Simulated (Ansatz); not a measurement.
# ScTi3Sn2: relaxing a made-up structure

Starting from a made-up structure for ScTi3Sn2, the aim is the relaxed cell, its shortest contacts and, where a second run follows, its electronic structure.

Calculated with Ansatz 0.2.0; DFT, PBE, plane-wave PAW, files of the set soft_1, scalar-relativistic, no spin, cell and ions relaxed at zero pressure; PAW set soft_1, in the first sound run; inputs show where later runs differ.

## Step 1: Starting point

The structure is hexagonal, space group P6/mmm (No. 191). The conventional cell has a = 5.928 Å, b = 5.928 Å, c = 3.878 Å, α = 90.00°, β = 90.00°, γ = 120.00°. Sn has 6 Ti at 2.59 Å and 3 Sn at 3.42 Å and 3 Sc at 3.42 Å nearest. Nearest to Ti lie 4 Sn at 2.59 Å and 4 Ti at 2.96 Å and 4 Sc at 3.54 Å. Nearest to Sc lie 6 Sn at 3.42 Å and 12 Ti at 3.54 Å. Farther neighbours are not listed.

## Step 2: Relaxing cell and atoms

The guess takes its coordinates from another compound and its volume from a rule, so the cell and any free coordinates are relaxed together.

The input, input.yaml:

```yaml
crystal:
  lattice:
    - [5.928, 0.0, 0.0]
    - [-2.964, 5.133798594, 0.0]
    - [0.0, 0.0, 3.878]
  atoms:
    - { symbol: Sn, position: [0.666666667, 0.333333333, 0.0] }
    - { symbol: Sn, position: [0.333333333, 0.666666667, 0.0] }
    - { symbol: Ti, position: [0.0, 0.5, 0.5] }
    - { symbol: Ti, position: [0.5, 0.5, 0.5] }
    - { symbol: Ti, position: [0.5, 0.0, 0.5] }
    - { symbol: Sc, position: [0.0, 0.0, 0.0] }
kpoints:
  mp_grid: { grid: [5, 5, 7] }
scf:
  occupations: { method: fermi_dirac, width: 0.05 }
hamiltonian:
  xc: pbe
  pseudopotentials: { kind: paw, azcp: { folder: soft_1 } }
relax:
  f_tol: 0.015
  max_steps: 70
  cell: {}
output:
  forces: true
  stress: true
```

The run is started by

```
ansatz run input.yaml --threads 4 --pin off --max-ram 10240MiB --backend cpu --events-out ev --progress --plain --runs-dir out
```

Numbers of over 12 decimals in the logs are rounded to 6 here.

The log of the run:

```text
Engine: ansatz 0.2.0, aarch64-unknown-linux-gnu
Pseudopotentials: kind: paw
Pseudopotential: Sn, paw, valence charge 14, recommended cutoff 420 eV (normal), soft_1/Sn.paw.azcp
Pseudopotential: Ti, paw, valence charge 12, recommended cutoff 420 eV (normal), soft_1/Ti.paw.azcp
Pseudopotential: Sc, paw, valence charge 11, recommended cutoff 420 eV (normal), soft_1/Sc.paw.azcp
Functional definition: PBE
  parameter kappa = 0.804
  parameter beta = 0.066725
  exchange = pbe_x(kappa = kappa, mu = beta*pi^2/3)
  correlation = pbe_c(beta = beta)
Crystal: 6 atoms, lattice volume = 118.020 Å³
Basis set: ecut = 420 eV, 2293 PW (Γ), exchange–correlation on 80×80×54 points (8 copies of the dense FFT grid, shifted against one another)
Bands: 45, of which v1, the nominal top of the filled ones, is band 38 counted from 1 (37 counted from 0)
Symmetry: 24 space group operations
Space group: P6/mmm (ITA 191), of the structure as read, at distance tolerance 4.9e-5 Å
k-points: 20 of 175
Non-local potential: Sn, projectors of the file, l = 0: 2, l = 1: 2, l = 2: 2, l = 3: 1
Non-local potential: Ti, projectors of the file, l = 0: 3, l = 1: 2, l = 2: 3, l = 3: 1
Non-local potential: Sc, projectors of the file, l = 0: 3, l = 1: 2, l = 2: 3, l = 3: 1
PAW form: soft (Blöchl's): semilocal exchange-correlation on the pseudo side does not see the compensation charge
PAW one-centre angular grid: Sn, 590 points (default); XC on 64 Gauss nodes
PAW one-centre angular grid: Ti, 590 points (default); XC on 64 Gauss nodes
PAW one-centre angular grid: Sc, 590 points (default); XC on 64 Gauss nodes
Initial density: superposition of atomic densities (chi_scale 0.1, normalization cell, long waves kept (reshape's long-wave potential 0.00 eV rms))
Initial wavefunctions: pseudopotential atomic-orbital guess
Functional: x = pbe(κ = 0.804, μ = 0.219515), c = pbe(β = 0.066725)
SCF iter   1: F=—  HF=-21684.221604 eV  |F-HF|=—  |Δ(HF+E_count)|=         —  Δρ=5.70e-2  dr2=8.90e0  ethr=3.10e-3  ⟨swp⟩=6.0  Hψ=3149  notcnv=0
preconditioner: auto → Kerker (q_TF=auto, 2.530 Å⁻¹)  [metal: Δε(μ)=0.048 eV  Ē_g=11.263 eV  σ=0.050 eV  W_gap=0.23  n_scr=32 (ndim 8)  ℏωp=22.4 eV  f_vac=0.000  D(μ)=6.08/eV (n_scr^D=56)]
SCF iter   2: F=—  HF=-21682.816964 eV  |F-HF|=—  |Δ(HF+E_count)|=    1.40e0  Δρ=2.69e-2  dr2=1.94e0  ethr=3.10e-3  ⟨swp⟩=3.0  Hψ=1722  notcnv=0  defer=2
SCF iter   3: F=—  HF=-21682.367109 eV  |F-HF|=—  |Δ(HF+E_count)|=   4.50e-1  Δρ=9.90e-3  dr2=1.63e-1  ethr=2.59e-3  ⟨swp⟩=2.8  Hψ=1285  notcnv=0  defer=1
SCF iter   4: F=—  HF=-21682.322235 eV  |F-HF|=—  |Δ(HF+E_count)|=   4.49e-2  Δρ=3.05e-3  dr2=1.52e-2  ethr=2.18e-4  ⟨swp⟩=3.2  Hψ=1754  notcnv=0
SCF iter   5: F=—  HF=-21682.318194 eV  |F-HF|=—  |Δ(HF+E_count)|=   4.04e-3  Δρ=8.62e-4  dr2=1.64e-3  ethr=2.03e-5  ⟨swp⟩=2.6  Hψ=1658  notcnv=0
SCF iter   6: F=—  HF=-21682.318041 eV  |F-HF|=—  |Δ(HF+E_count)|=   1.53e-4  Δρ=3.39e-4  dr2=2.64e-4  ethr=2.18e-6  ⟨swp⟩=2.0  Hψ=1073  notcnv=0
SCF iter   7: F=—  HF=-21682.318003 eV  |F-HF|=—  |Δ(HF+E_count)|=   3.80e-5  Δρ=9.68e-5  dr2=1.81e-5  ethr=3.51e-7  ⟨swp⟩=2.0  Hψ=982  notcnv=0
SCF iter   8: F=—  HF=-21682.318009 eV  |F-HF|=—  |Δ(HF+E_count)|=   6.17e-6  Δρ=2.68e-5  dr2=1.25e-6  ethr=2.41e-8  ⟨swp⟩=2.0  Hψ=1333  notcnv=0
SCF iter   9: F=—  HF=-21682.318009 eV  |F-HF|=—  |Δ(HF+E_count)|=   2.28e-7  Δρ=7.63e-6  dr2=1.38e-7  ethr=1.66e-9  ⟨swp⟩=2.0  Hψ=1374  notcnv=0
SCF iter  10: F=-21682.318009 eV  HF=-21682.318009 eV  |F-HF|=2.52e-9  |Δ(HF+E_count)|=   9.05e-9  Δρ=2.42e-6  dr2=8.22e-9  ethr=1.33e-10  ⟨swp⟩=4.4  Hψ=2701  notcnv=0
SCF 1 converged in 10 iterations: F = -21682.318009 eV  dr2 = 8.22e-9
  greatest PAW one-centre occupation: 0.999 electrons in one spin orbital (limit 2), on the Ti atom at site 3 (counted from 0), in its partial waves of l = 0
relax step   1: F+E_penalty+E_count = -21682.31800909 eV  Δ(F+E_penalty+E_count) = +0.000e0 eV  max|allowed force component| = 4.626e-18 eV/Å  Δτ_max = 0.0000 Å  P = +17.328 GPa  Ω = 118.020 Å³  (10 SCF iters, dr2 threshold 1.00e-7 eV, accepted)
Crystal: 6 atoms, lattice volume = 128.132 Å³
Basis set: ecut = 420 eV, 2503 PW (Γ), exchange–correlation on 80×80×54 points (8 copies of the dense FFT grid, shifted against one another)
Initial density: handed on by an earlier stage of this run
Initial wavefunctions: those handed on with the density
iter 1 solved again at ethr=7.86e-4 eV; its pass at ethr=3.10e-3 eV (dr2=5.89e-1 eV) is discarded
SCF iter   1: F=—  HF=-21683.317785 eV  |F-HF|=—  |Δ(HF+E_count)|=         —  Δρ=1.31e-2  dr2=6.02e-1  ethr=7.86e-4  ⟨swp⟩=1.0  Hψ=4838  notcnv=0
preconditioner: auto → Kerker (q_TF=auto, 2.495 Å⁻¹)  [metal: Δε(μ)=0.006 eV  Ē_g=12.334 eV  σ=0.050 eV  W_gap=0.03  n_scr=32 (ndim 8)  ℏωp=21.5 eV  f_vac=0.000  D(μ)=8.58/eV (n_scr^D=82)]
SCF iter   2: F=—  HF=-21683.279906 eV  |F-HF|=—  |Δ(HF+E_count)|=   3.79e-2  Δρ=5.80e-3  dr2=1.30e-1  ethr=7.86e-4  ⟨swp⟩=2.2  Hψ=1023  notcnv=0
SCF iter   3: F=—  HF=-21683.267092 eV  |F-HF|=—  |Δ(HF+E_count)|=   1.28e-2  Δρ=1.16e-3  dr2=2.96e-3  ethr=1.73e-4  ⟨swp⟩=2.3  Hψ=1153  notcnv=0
SCF iter   4: F=—  HF=-21683.266807 eV  |F-HF|=—  |Δ(HF+E_count)|=   2.85e-4  Δρ=3.00e-4  dr2=1.87e-4  ethr=3.95e-6  ⟨swp⟩=2.0  Hψ=1145  notcnv=0
SCF iter   5: F=—  HF=-21683.266624 eV  |F-HF|=—  |Δ(HF+E_count)|=   1.84e-4  Δρ=1.08e-4  dr2=2.88e-5  ethr=2.49e-7  ⟨swp⟩=2.0  Hψ=1419  notcnv=0
SCF iter   6: F=—  HF=-21683.266617 eV  |F-HF|=—  |Δ(HF+E_count)|=   6.35e-6  Δρ=4.46e-5  dr2=4.18e-6  ethr=3.84e-8  ⟨swp⟩=2.1  Hψ=1368  notcnv=0
SCF iter   7: F=-21683.266616 eV  HF=-21683.266616 eV  |F-HF|=1.50e-7  |Δ(HF+E_count)|=   9.25e-7  Δρ=1.30e-5  dr2=2.55e-7  ethr=8.00e-10  ⟨swp⟩=3.9  Hψ=3292  notcnv=0
SCF 2 converged in 7 iterations: F = -21683.266616 eV  dr2 = 2.55e-7
  greatest PAW one-centre occupation: 0.999 electrons in one spin orbital (limit 2), on the Ti atom at site 2 (counted from 0), in its partial waves of l = 0
relax step   2: F+E_penalty+E_count = -21683.26661611 eV  Δ(F+E_penalty+E_count) = -9.486e-1 eV  max|allowed force component| = 4.356e-17 eV/Å  Δτ_max = 0.0000 Å  P = +5.749 GPa  Ω = 128.132 Å³  energy of the carried Pulay correction = -1.889e-3 eV  (7 SCF iters, dr2 threshold 6.00e-7 eV, accepted)
Crystal: 6 atoms, lattice volume = 131.534 Å³
Basis set: ecut = 420 eV, 2583 PW (Γ), exchange–correlation on 80×80×54 points (8 copies of the dense FFT grid, shifted against one another)
iter 1 solved again at ethr=2.06e-4 eV; its pass at ethr=3.10e-3 eV (dr2=1.54e-1 eV) is discarded
[...]
SCF 3 converged in 7 iterations: F = -21683.664668 eV  dr2 = 8.22e-8
relax step   3: F+E_penalty+E_count = -21683.66466765 eV  Δ(F+E_penalty+E_count) = -3.981e-1 eV  max|allowed force component| = 9.252e-17 eV/Å  Δτ_max = 0.0000 Å  P = +1.627 GPa  Ω = 131.534 Å³  energy of the carried Pulay correction = -2.655e-3 eV  (7 SCF iters, dr2 threshold 6.00e-7 eV, accepted)
[... from here on, the SCF cycles and remarks between the steps are left out ...]
relax step   4: F+E_penalty+E_count = -21683.96050608 eV  Δ(F+E_penalty+E_count) = -2.958e-1 eV  max|allowed force component| = 1.519e-16 eV/Å  Δτ_max = 0.0000 Å  P = -0.011 GPa  Ω = 131.391 Å³  energy of the carried Pulay correction = -2.874e-3 eV  (7 SCF iters, dr2 threshold 6.00e-7 eV, accepted)
relax step   5: F+E_penalty+E_count = -21684.15155721 eV  Δ(F+E_penalty+E_count) = -1.911e-1 eV  max|allowed force component| = 1.465e-16 eV/Å  Δτ_max = 0.0000 Å  P = -0.271 GPa  Ω = 128.898 Å³  energy of the carried Pulay correction = -2.742e-3 eV  (7 SCF iters, dr2 threshold 6.00e-7 eV, accepted)
relax step   6: F+E_penalty+E_count = -21684.16463742 eV  Δ(F+E_penalty+E_count) = -1.308e-2 eV  max|allowed force component| = 3.038e-16 eV/Å  Δτ_max = 0.0000 Å  P = -0.088 GPa  Ω = 127.840 Å³  energy of the carried Pulay correction = -2.652e-3 eV  (6 SCF iters, dr2 threshold 6.00e-7 eV, accepted)
relax step   7: F+E_penalty+E_count = -21684.16474187 eV  Δ(F+E_penalty+E_count) = -1.044e-4 eV  max|allowed force component| = 1.156e-16 eV/Å  Δτ_max = 0.0000 Å  P = +0.031 GPa  Ω = 127.723 Å³  energy of the carried Pulay correction = -2.626e-3 eV  (6 SCF iters, dr2 threshold 1.07e-7 eV, accepted)
relax step   8: F+E_penalty+E_count = -21684.19352619 eV  Δ(F+E_penalty+E_count) = -2.878e-2 eV  max|allowed force component| = 6.322e-17 eV/Å  Δτ_max = 0.0000 Å  P = +0.409 GPa  Ω = 127.723 Å³  stress off target by 1.06e0 GPa  SCF on the basis re-selected at this cell (its energy is not comparable with the rows above)  (7 SCF iters)
relax step   9: F+E_penalty+E_count = -21684.19609829 eV  Δ(F+E_penalty+E_count) = -2.572e-3 eV  max|allowed force component| = 2.776e-16 eV/Å  Δτ_max = 0.0000 Å  P = +0.061 GPa  Ω = 128.034 Å³  energy of the carried Pulay correction = -5.873e-5 eV  (6 SCF iters, dr2 threshold 6.00e-7 eV, accepted)
relax step  10: F+E_penalty+E_count = -21684.19615617 eV  Δ(F+E_penalty+E_count) = -5.788e-5 eV  max|allowed force component| = 9.570e-17 eV/Å  Δτ_max = 0.0000 Å  P = -0.000 GPa  Ω = 128.089 Å³  energy of the carried Pulay correction = -6.926e-5 eV  (6 SCF iters, dr2 threshold 6.91e-8 eV, accepted)
iter 1 solved again at ethr=1.40e-6 eV; its pass at ethr=3.10e-3 eV (dr2=1.05e-3 eV) is discarded
SCF iter   1: F=—  HF=-21684.196134 eV  |F-HF|=—  |Δ(HF+E_count)|=         —  Δρ=3.12e-5  dr2=3.59e-8  ethr=1.40e-6  ⟨swp⟩=3.0  Hψ=5539  notcnv=0
eigensolver tolerance schedule: the retry pair's looser diagonalisation over-reported the residual by 29295.30 of it (diagonalisation noise at an unbounded share of the residual, at the tolerance the schedule requests for it); recorded, not acted on — ethr = c·dr2/N_el stays at c = 1.0e-1
preconditioner: auto → Kerker (q_TF=auto, 2.495 Å⁻¹)  [metal: Δε(μ)=0.016 eV  Ē_g=12.322 eV  σ=0.050 eV  W_gap=0.08  n_scr=26 (ndim 8)  ℏωp=21.5 eV  f_vac=0.000  D(μ)=9.34/eV (n_scr^D=94)]
SCF iter   2: F=—  HF=-21684.196224 eV  |F-HF|=—  |Δ(HF+E_count)|=   8.92e-5  Δρ=1.58e-5  dr2=9.15e-9  ethr=4.79e-11  ⟨swp⟩=4.0  Hψ=2108  notcnv=0
SCF iter   3: F=—  HF=-21684.196225 eV  |F-HF|=—  |Δ(HF+E_count)|=   1.19e-6  Δρ=2.31e-6  dr2=2.83e-10  ethr=1.22e-11  ⟨swp⟩=2.0  Hψ=1095  notcnv=0
iter 4 did not close the SCF: its close was put off for the readings that it lacked (scf_convergence_deferred on its scf_iter line)
SCF iter   4: F=-21684.196225 eV  HF=-21684.196225 eV  |F-HF|=1.46e-11  |Δ(HF+E_count)|=   2.46e-8  Δρ=1.61e-7  dr2=2.14e-11  ethr=1.00e-12  ⟨swp⟩=2.2  Hψ=1538  notcnv=0
iter 5 did not close the SCF: its close was put off for the readings that it lacked (scf_convergence_deferred on its scf_iter line)
SCF iter   5: F=-21684.196225 eV  HF=-21684.196225 eV  |F-HF|=3.64e-12  |Δ(HF+E_count)|=  1.46e-11  Δρ=4.06e-8  dr2=4.42e-12  ethr=1.00e-12  ⟨swp⟩=1.0  Hψ=900  notcnv=0
iter 6 did not close the SCF: its close was put off for the readings that it lacked (scf_convergence_deferred on its scf_iter line)
SCF iter   6: F=-21684.196225 eV  HF=-21684.196225 eV  |F-HF|=0.00e0  |Δ(HF+E_count)|=  7.28e-12  Δρ=1.51e-8  dr2=6.37e-13  ethr=1.00e-12  ⟨swp⟩=1.0  Hψ=900  notcnv=0
iter 7 did not close the SCF: its close was put off for the readings that it lacked (scf_convergence_deferred on its scf_iter line)
SCF iter   7: F=-21684.196225 eV  HF=-21684.196225 eV  |F-HF|=3.64e-12  |Δ(HF+E_count)|=  1.09e-11  Δρ=8.57e-9  dr2=1.19e-13  ethr=1.00e-12  ⟨swp⟩=1.0  Hψ=900  notcnv=0
SCF iter   8: F=-21684.196225 eV  HF=-21684.196225 eV  |F-HF|=0.00e0  |Δ(HF+E_count)|=  3.64e-12  Δρ=2.37e-9  dr2=9.35e-15  ethr=1.00e-12  ⟨swp⟩=1.6  Hψ=1932  notcnv=0
SCF 11 converged in 8 iterations: F = -21684.196225 eV  dr2 = 9.35e-15
relax step  11: F+E_penalty+E_count = -21684.19622476 eV  Δ(F+E_penalty+E_count) = -6.859e-5 eV  max|allowed force component| = 9.570e-17 eV/Å  Δτ_max = 0.0000 Å  P = -0.001 GPa  Ω = 128.089 Å³  stress off target by 5.42e-3 GPa  SCF on the basis re-selected at this cell (its energy is not comparable with the rows above)  (8 SCF iters)
basis re-selected at this cell: Δ(F+E_penalty+E_count) = -6.859e-5 eV, ΔP = -0.001 GPa vs the last step (what re-selecting the basis moved, of the pressure what is left beyond the Pulay correction that the steps carried, after the strain that the cell walked since its last selection, with what the two solves' SCF thresholds leave and, on support functions, any second-order correction that the steps lacked; it is no m [...]
SCF converged after 8 iterations
Free energy (F): -21684.196225 eV
Harris-Foulkes:  -21684.196225 eV  (|F-HF|=0.00e0)
Internal energy: -21684.118866 eV  (E = F + TS)
E sigma→0 (E₀):  -21684.157545 eV
Entropy (-TS):   -0.077359 eV (-12.893 meV/atom)
Fermi energy:    11.656068 eV
--- Per-component energies (eV) ---
  E_band       = -806.280752
  E_kinetic    = 1388.072023
  E_local      = -5893.804171  (includes V_loc(G=0)·N_el)
  E_nonlocal   = 617.462076
  E_hartree    = 2564.731384
  E_xc         = -685.739560
  E_vxc        = -702.315758  (∫ρ·V_xc dr)
  E_paw        = -12858.588048  (= ΣΔE_a)
  E_vpaw       = -1345.158114  (= ΣTr[D̂ρ^β])
  E_aug_tail   = 0.000424  (compensation charges beyond the density's cutoff)
  E_ewald      = -6816.252993
  E_smearing   = -0.077359  (= −TS)
  E_closure    = 0.000000  (closes the sum)
  Σ components = -21684.196225   (vs F -21684.196225, Δ=0.00e0)
--- Forces (eV/Å), atoms counted from 1 ---
  atom   1  Sn    -0.00000000    -0.00000000    -0.00000000
  atom   2  Sn     0.00000000     0.00000000     0.00000000
  atom   3  Ti    -0.00000000     0.00000000     0.00000000
  atom   4  Ti    -0.00000000     0.00000000     0.00000000
  atom   5  Ti     0.00000000    -0.00000000     0.00000000
  atom   6  Sc     0.00000000    -0.00000000     0.00000000
  max |Σ_I F_I| component: 3.70e-17 eV/Å
--- Stress (GPa, compression-positive) ---
       -0.004129      -0.000000      -0.000000
       -0.000000      -0.004129       0.000000
       -0.000000       0.000000       0.005420
  P = ⅓ Tr σ = -0.0009 GPa (-0.009 kbar)
--- Relaxed structure (9 steps of the walk, 9 accepted, 2 SCFs on fresh bases) ---
  F+E_penalty+E_count = -21684.19622476 eV   max|allowed force component| = 9.570e-17 eV/Å   (the final SCF, on the basis selected at the relaxed cell)
  cell:  # Å, volume = 128.0891 Å³
    - [5.595521, 0, 0]
    - [-2.797760, 4.845863, 0]
    - [0, 0, 4.723899]
  atoms:
    - { symbol: Sn, position: [0.666667, 0.333333, 0] }
    - { symbol: Sn, position: [0.333333, 0.666667, 0] }
    - { symbol: Ti, position: [0, 0.5, 0.500000] }
    - { symbol: Ti, position: [0.5, 0.5, 0.500000] }
    - { symbol: Ti, position: [0.5, 0, 0.500000] }
    - { symbol: Sc, position: [0, 0, 0] }
```

It took 17 s on 4 threads of Arm Neoverse V2, shared host; peak memory 0.55 GiB.

Step by step:

```csv
step,energy less that of the first step (eV),largest force component (eV/Å),pressure (GPa),volume (Å³)
1,0.0000,0.0000,17.33,118.02
2,-0.9486,0.0000,5.75,128.13
3,-1.3467,0.0000,1.63,131.53
4,-1.6425,0.0000,-0.01,131.39
5,-1.8335,0.0000,-0.27,128.90
6,-1.8466,0.0000,-0.09,127.84
7,-1.8467,0.0000,0.03,127.72
8*,-1.8755,0.0000,0.41,127.72
9,-1.8781,0.0000,0.06,128.03
10,-1.8781,0.0000,0.00,128.09
11*,-1.8782,0.0000,0.00,128.09
```

Relaxation steps marked * repeat the geometry before them on a plane-wave basis chosen anew for their cell, so energy and pressure can jump there.

The run keeps the 24 symmetry operations that it works with, so distortions that break them were not tested.

```csv
cell as run,before,after,change
a (Å),5.928,5.596,-5.6 %
b (Å),5.928,5.596,-5.6 %
c (Å),3.878,4.724,+21.8 %
volume (Å³/atom),19.67,21.35,+8.5 %
```

Final coordinates:

```xyz
6
Lattice="5.5955 0.0000 0.0000 -2.7978 4.8459 0.0000 0.0000 0.0000 4.7239" Properties=species:S:1:pos:R:3 pbc="T T T"
Sn    2.7978    1.6153    0.0000
Sn    0.0000    3.2306    0.0000
Ti   -1.3989    2.4229    2.3619
Ti    1.3989    2.4229    2.3619
Ti    2.7978    0.0000    2.3619
Sc    0.0000    0.0000    0.0000
```

This step gave:

* free energy: -21684.1962 eV
* energy at zero smearing: -21684.1575 eV
* smearing term TS: 0.07736 eV
* Fermi energy: 11.66 eV
* electrons: 75
* symmetry operations: 24
* pressure: -9.46e-4 GPa

The shortest distance of each pair, which need not be the same contact before and after:

```csv
pair,guess (Å),relaxed (Å)
Ti–Ti,2.964,2.798
Sn–Ti,2.586,2.861
Sn–Sn,3.423,3.231
Sc–Sn,3.423,3.231
Sc–Ti,3.542,3.661
```

The relaxation ends with a pressure of 0.00 GPa.

(Part 1 of 2 ends here.)

[Logs are printed without paths, hosts, clocks, repeated set-up lines and the standing remarks that a program may print on its own settings, such as how far it seeks lower states.]

[Hosts, paths, dates, database ids (printed as entryN), source tags and the programs' standing remarks are cut or masked in the printed files.]
